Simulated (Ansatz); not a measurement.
# Debugging a many-body input for LiCl (Fm-3m)

Aim: the G0W0 gap of LiCl (Fm-3m). The first input has a fault.

Calculated with Ansatz 0.2.0; G0W0 on PBE, plane waves, PAW; PAW set soft_1.

### 1. The starting structure

It takes space group Fm-3m (No. 225, cubic). The conventional cell has a = 5.143 Å, b = 5.143 Å, c = 5.143 Å, α = 90.00°, β = 90.00°, γ = 90.00°. Li has 6 Cl at 2.57 Å nearest. Cl has 6 Li at 2.57 Å nearest. Farther neighbours and most contacts between anions are not listed.

The cell and positions come from the Crystallography Open Database and are kept as given unless a step says otherwise.

### 2. First try

Input file input.yaml:

```yaml
crystal:
  lattice:
    - [0.0, 2.5715, 2.5715]
    - [2.5715, 0.0, 2.5715]
    - [2.5715, 2.5715, 0.0]
  atoms:
    - { symbol: Li, position: [0.0, 0.0, 0.0] }
    - { symbol: Cl, position: [0.5, 0.5, 0.5] }
kpoints:
  mp_grid: { grid: [1, 1, 1] }
hamiltonian:
  xc: pbe
  pseudopotentials: { kind: paw, azcp: { folder: soft_1 } }
scf:
  occupations: { method: fixed }
gw:
  n_empty_bands: 55
  ecut_chi: 80
  qp_bands: [v2, c2]
  qp_kpoints: band_edges
  screening: { model: contour_deformation }
```

On the command line:

```sh
$ ansatz run input.yaml --threads 24 --pin off --max-ram 82944MiB --backend cuda --events-out ev --progress --plain --runs-dir out --devices 1 --max-vram 78GiB
```

Numbers of over 12 decimals in the logs are rounded to 6 here.

The program printed:

```text
GPUs: using 1 of 1 available (devices: 1).
Engine: ansatz 0.2.0, aarch64-unknown-linux-gnu
Pseudopotentials: kind: paw
Pseudopotential: Li, paw, valence charge 3, recommended cutoff 420 eV (normal), soft_1/Li.paw.azcp
Pseudopotential: Cl, paw, valence charge 7, recommended cutoff 420 eV (normal), soft_1/Cl.paw.azcp
Functional definition: PBE
  parameter kappa = 0.804
  parameter beta = 0.066725
  exchange = pbe_x(kappa = kappa, mu = beta*pi^2/3)
  correlation = pbe_c(beta = beta)
device memory: the entry about to start is reckoned to put 0.3 GiB on a device that reports 150.3 GiB free (of which the cap on the GPU budget leaves the run 78.0 GiB)
GPU FFT provider: cuFFT
GPU libraries: cuBLAS 13.8.1, cuFFT 12.4.0, cuSOLVER 12.3.2
GPU matrix products: emulated (plane waves: as basis.precision tells), large ones in fixed point in workspaces of 1.00 GiB
Crystal: 2 atoms, lattice volume = 34.009 Å³
Basis set: ecut = 420 eV, 645 PW (Γ)
Bands: 9, of which v1, the nominal top of the filled ones, is band 5 counted from 1 (4 counted from 0)
Symmetry: 48 space group operations
Space group: Fm-3m (ITA 225), of the structure as read, at distance tolerance 3.2e-5 Å
k-points: 1
Non-local potential: Li, projectors of the file, l = 0: 3, l = 1: 2, l = 2: 1
Non-local potential: Cl, projectors of the file, l = 0: 2, l = 1: 2, l = 2: 1
PAW form: soft (Blöchl's): semilocal exchange-correlation on the pseudo side does not see the compensation charge
PAW one-centre angular grid: Li, 110 points (default); XC on 96 Gauss nodes
PAW one-centre angular grid: Cl, 110 points (default); XC on 64 Gauss nodes
Initial density: superposition of atomic densities (chi_scale 0.1, normalization cell, long waves kept (reshape's long-wave potential 0.00 eV rms))
Initial wavefunctions: pseudopotential atomic-orbital guess
GPU buffer pool allocated for 15625 grid points (all kernels)
GPU transforms: local potential and band sums: pruned to the plane-wave sphere, on 25×25×25
Functional: x = pbe(κ = 0.804, μ = 0.219515), c = pbe(β = 0.066725)
SCF iter   1: F=—  HF=-1281.180634 eV  |F-HF|=—  |Δ(HF+E_count)|=         —  Δρ=5.90e-2  dr2=1.59e0  ethr=3.10e-3  ⟨swp⟩=5.0  Hψ=60  notcnv=0
preconditioner: auto → none  [insulator: Δε(μ)=5.859 eV  Ē_g=13.565 eV  n_scr=8 (ndim 8)  ℏωp=18.0 eV  f_vac=0.000  ε∞_Penn≈2.8]
SCF iter   2: F=—  HF=-1280.931023 eV  |F-HF|=—  |Δ(HF+E_count)|=   2.50e-1  Δρ=2.27e-2  dr2=1.32e-1  ethr=3.10e-3  ⟨swp⟩=3.0  Hψ=28  notcnv=0
SCF iter   3: F=—  HF=-1281.014567 eV  |F-HF|=—  |Δ(HF+E_count)|=   8.35e-2  Δρ=8.22e-3  dr2=1.65e-2  ethr=1.32e-3  ⟨swp⟩=2.0  Hψ=13  notcnv=0
SCF iter   4: F=—  HF=-1281.020526 eV  |F-HF|=—  |Δ(HF+E_count)|=   5.96e-3  Δρ=3.10e-4  dr2=1.61e-5  ethr=1.65e-4  ⟨swp⟩=3.0  Hψ=18  notcnv=0
SCF iter   5: F=—  HF=-1281.020533 eV  |F-HF|=—  |Δ(HF+E_count)|=   6.93e-6  Δρ=6.25e-5  dr2=5.48e-7  ethr=1.61e-7  ⟨swp⟩=3.0  Hψ=14  notcnv=0
SCF iter   6: F=-1281.020533 eV  HF=-1281.020533 eV  |F-HF|=5.77e-9  |Δ(HF+E_count)|=   5.62e-7  Δρ=6.82e-6  dr2=5.71e-9  ethr=1.00e-9  ⟨swp⟩=4.0  Hψ=40  notcnv=0
SCF 1 converged in 6 iterations: F = -1281.020533 eV  dr2 = 5.71e-9
[...]
device memory: the entry about to start is reckoned to put 0.4 GiB on a device that reports 150.3 GiB free (of which the cap on the GPU budget leaves the run 78.0 GiB)
NSCF: frozen V_eff on 1 k-points
[...]
device memory: the entry about to start is reckoned to put 0.4 GiB on a device that reports 150.3 GiB free (of which the cap on the GPU budget leaves the run 78.0 GiB)
NSCF: frozen V_eff on 1 k-points
G₀W₀ screening: q 1/1
G₀W₀ self-energy: k 1/1
device memory: the entry about to start is reckoned to put 0.3 GiB on a device that reports 150.2 GiB free (of which the cap on the GPU budget leaves the run 78.0 GiB)
NSCF: frozen V_eff on 1 k-points
device memory: the entry about to start is reckoned to put 0.3 GiB on a device that reports 150.2 GiB free (of which the cap on the GPU budget leaves the run 78.0 GiB)
NSCF: frozen V_eff on 1 k-points
device memory: the entry about to start is reckoned to put 0.3 GiB on a device that reports 150.2 GiB free (of which the cap on the GPU budget leaves the run 78.0 GiB)
NSCF: frozen V_eff on 1 k-points
device memory: the entry about to start is reckoned to put 0.3 GiB on a device that reports 150.2 GiB free (of which the cap on the GPU budget leaves the run 78.0 GiB)
NSCF: frozen V_eff on 1 k-points
SCF converged after 6 iterations
Free energy (F): -1281.020533 eV
Harris-Foulkes:  -1281.020533 eV  (|F-HF|=5.77e-9)
Internal energy: -1281.020533 eV  (E = F + TS)
E sigma→0 (E₀):  -1281.020533 eV
Fermi energy:    3.101003 eV
--- Per-component energies (eV) ---
  E_band       = -86.593832
  E_kinetic    = 187.932928
  E_local      = -347.174680  (includes V_loc(G=0)·N_el)
  E_nonlocal   = 11.644412
  E_hartree    = 108.306202
  E_xc         = -120.230943
  E_vxc        = -133.067507  (∫ρ·V_xc dr)
  E_paw        = -685.154566  (= ΣΔE_a)
  E_vpaw       = -22.542515  (= ΣTr[D̂ρ^β])
  E_aug_tail   = 0.000344  (compensation charges beyond the density's cutoff)
  E_ewald      = -436.344230
  E_smearing   = -0.000000  (= −TS)
  E_closure    = -0.000000  (closes the sum)
  Σ components = -1281.020533   (vs F -1281.020533, Δ=0.00e0)
--- Band table (eV) ---
  k-point 0: bands = ["-42.4582", "-10.1417", "3.1010", "3.1010", "3.1010", "8.7480", "14.2011", "14.2011", "14.2011"]
--- G₀W₀: contour deformation, 5 samples at zero and on the imaginary axis and 1 off it, 1 q-point, 55 empty bands' worth ---
  eigenvalues of the whole cell's RPA ε∞ on this k-mesh (on a slab, of 1 + 4πα/V) = 7.0984, 7.0984, 7.0984; static W/v taken at q = 0 is 0.140877
  bands read: the sum over 60 bands ends inside a degenerate multiplet in 1 slot, whose members it reads at an even weight; the widest, k=0: bands 60 to 61 (counted from 1) at 1/2 each
  gw.qp_kpoints: band_edges: 1 of 1 stored k-point solved, in 1 pass; an edge of the gap read off the rows below is read off those points alone
    ik  band        ε_KS         Σx   Σc(E_QP)       V_xc       Z   E_QP_lin       E_QP  E_QP is
     0     4      3.1010   -23.3350     5.6820   -16.8657  0.7413     2.3051     2.3138  root
     0     5      3.1010   -23.3350     5.6820   -16.8657  0.7413     2.3051     2.3138  root
     0     6      8.7480    -5.1223    -5.7711   -10.2431  0.7667     8.1029     8.0977  root
     0     7     14.2011    -3.2128    -6.1525    -9.0213  0.7641    13.8586    13.8570  root
```

It took 1.6 s on 1 × NVIDIA GB200 (shared by 2 runs) with 24 threads of Arm Neoverse V2, shared host; peak memory 1.1 GiB.

Reading the cycles: dr2 is the Hartree energy of the density residual (eV), the measure of convergence; HF is the Harris–Foulkes estimate of the energy, which meets the free energy F at convergence.

**What went wrong?**

The run ended normally, though the input holds a fault or crude settings.

The fault: G0W0 on a mesh far too coarse. So few points can't sample the density or the screening, and the band edges may lie elsewhere in the zone.

It printed a gap of 5.78 eV, which is an artefact of the settings.

### 3. A better input

Now the one-shot GW correction: screening in the RPA, then the self-energy of the levels asked for. This step takes PAW set soft_1 files.

input.yaml, as its differences from that of step 2:

```diff
@@ -9,3 +9,3 @@
 kpoints:
-  mp_grid: { grid: [1, 1, 1] }
+  mp_grid: { grid: [6, 6, 6] }
 hamiltonian:
@@ -16,4 +16,4 @@
 gw:
-  n_empty_bands: 55
-  ecut_chi: 80
+  n_empty_bands: 101
+  ecut_chi: 120
   qp_bands: [v2, c2]
```

The program printed:

```text
GPUs: using 1 of 1 available (devices: 1).
[...]
GPU FFT provider: cuFFT
GPU libraries: cuBLAS 13.8.1, cuFFT 12.4.0, cuSOLVER 12.3.2
[...]
Crystal: 2 atoms, lattice volume = 34.009 Å³
Basis set: ecut = 420 eV, 645 PW (Γ)
Bands: 9, of which v1, the nominal top of the filled ones, is band 5 counted from 1 (4 counted from 0)
[... 1 set-up line as in the run before ...]
[...]
k-points: 16 of 216
[...]
GPU buffer pool allocated for 15625 grid points (all kernels)
[...]
SCF iter   1: F=—  HF=-1287.810735 eV  |F-HF|=—  |Δ(HF+E_count)|=         —  Δρ=2.86e-2  dr2=1.93e-1  ethr=3.10e-3  ⟨swp⟩=4.6  Hψ=977  notcnv=0  defer=24
[...]
SCF iter   6: F=-1287.835037 eV  HF=-1287.835037 eV  |F-HF|=3.50e-9  |Δ(HF+E_count)|=   1.00e-6  Δρ=6.66e-6  dr2=1.11e-8  ethr=1.00e-9  ⟨swp⟩=4.6  Hψ=827  notcnv=0
SCF 1 converged in 6 iterations: F = -1287.835037 eV  dr2 = 1.11e-8
[...]
0     4      1.6183   -21.2758     2.5147   -17.1004  0.8008    -0.0679    -0.0424  root
     0     5      1.6183   -21.2758     2.5147   -17.1004  0.8008    -0.0679    -0.0424  root
     0     6      7.9053    -6.2149    -3.6249   -10.6043  0.8456     8.6738     8.6698  root
     0     7     13.4050    -4.5248    -4.0463    -9.7905  0.8334    14.6391    14.6244  root
     1     4      1.5501   -21.2283     2.5299   -17.0257  0.8006    -0.1485    -0.1224  root
     1     5      1.5501   -21.2283     2.5299   -17.0257  0.8006    -0.1485    -0.1224  root
     1     6      8.5953    -6.2434    -3.6854   -10.7603  0.8424     9.4317     9.4267  root
     1     7     12.4373    -4.7369    -3.9995    -9.8247  0.8328    13.5370    13.5257  root
[...]
14     4     -0.0878   -19.5250     2.8523   -14.7882  0.7935    -2.0135    -1.9723  root
    14     5      0.8447   -20.5250     2.6679   -16.0801  0.7980    -0.9645    -0.9322  root
    14     6     10.4843    -4.9332    -3.8202    -9.7713  0.8396    11.5106    11.5021  root
    14     7     10.8893    -5.2215    -3.8318   -10.1802  0.8380    12.0268    12.0162  root
[key lines of the parts left out:]
SCF converged after 6 iterations
Free energy (F): -1287.835037 eV
Fermi energy:    1.618253 eV
```

Run time: 2.9 s. Hardware: 1 × NVIDIA GB200 (shared by 2 runs) with 24 threads; peak memory 1.1 GiB.

This step gave:

```yaml
bands_summed: 106
rpa_eps_infinity_on_this_mesh_eigenvalues: 2.751, 2.751, 2.751
plane_waves_in_the_screening_matrix: 113
q_points_in_the_mesh: 216
g0w0_gap_on_the_mesh: 8.712 eV
k_of_the_valence_top: 0, 0, 0
k_of_the_conduction_bottom: 0, 0, 0
starting_gap_on_the_mesh: 6.287 eV
z_at_the_valence_top: 0.8008
z_at_the_conduction_bottom: 0.8456
least_direct_g0w0_gap_on_the_computed_points: 8.712 eV
```

The gap on the mesh goes from 6.29 eV to 8.71 eV, a correction of +2.43 eV. Between the two edge states, bare exchange in place of the xc potential would open the gap by 8.56 eV, and correlation takes back 6.14 eV.

### 4. Outcome

```json
{
 "first try": "converged after 1.6 s",
 "better run": "G0W0 gap on the mesh 8.71 eV (6×6×6 mesh, 101 empty bands, screening to 120 eV, PAW set soft_1 files)"
}
```

**Reading.** The second run differs in: mesh, empty bands and screening cutoff (eV). Bands and cutoff are finite, so the gap is not at the basis limit. The miss can reach some tenths of an eV and take either sign; the mesh is an error of its own.

[Paths, hosts, dates, memory and timing lines, banners, echoed tables and standing remarks are left out of the program output.]

[Logs are printed without paths, hosts, clocks, repeated set-up lines and the standing remarks that a program may print on its own settings, such as how far it seeks lower states.]

[Runs of the session that timed out or met a known fault of the program may be left out.]

[Cells called generated may have been cut or substituted from an entry of the Crystallography Open Database or the Materials Project.]

[Hosts, paths, dates, database ids (printed as entryN), source tags and the programs' standing remarks are cut or masked in the printed files.]
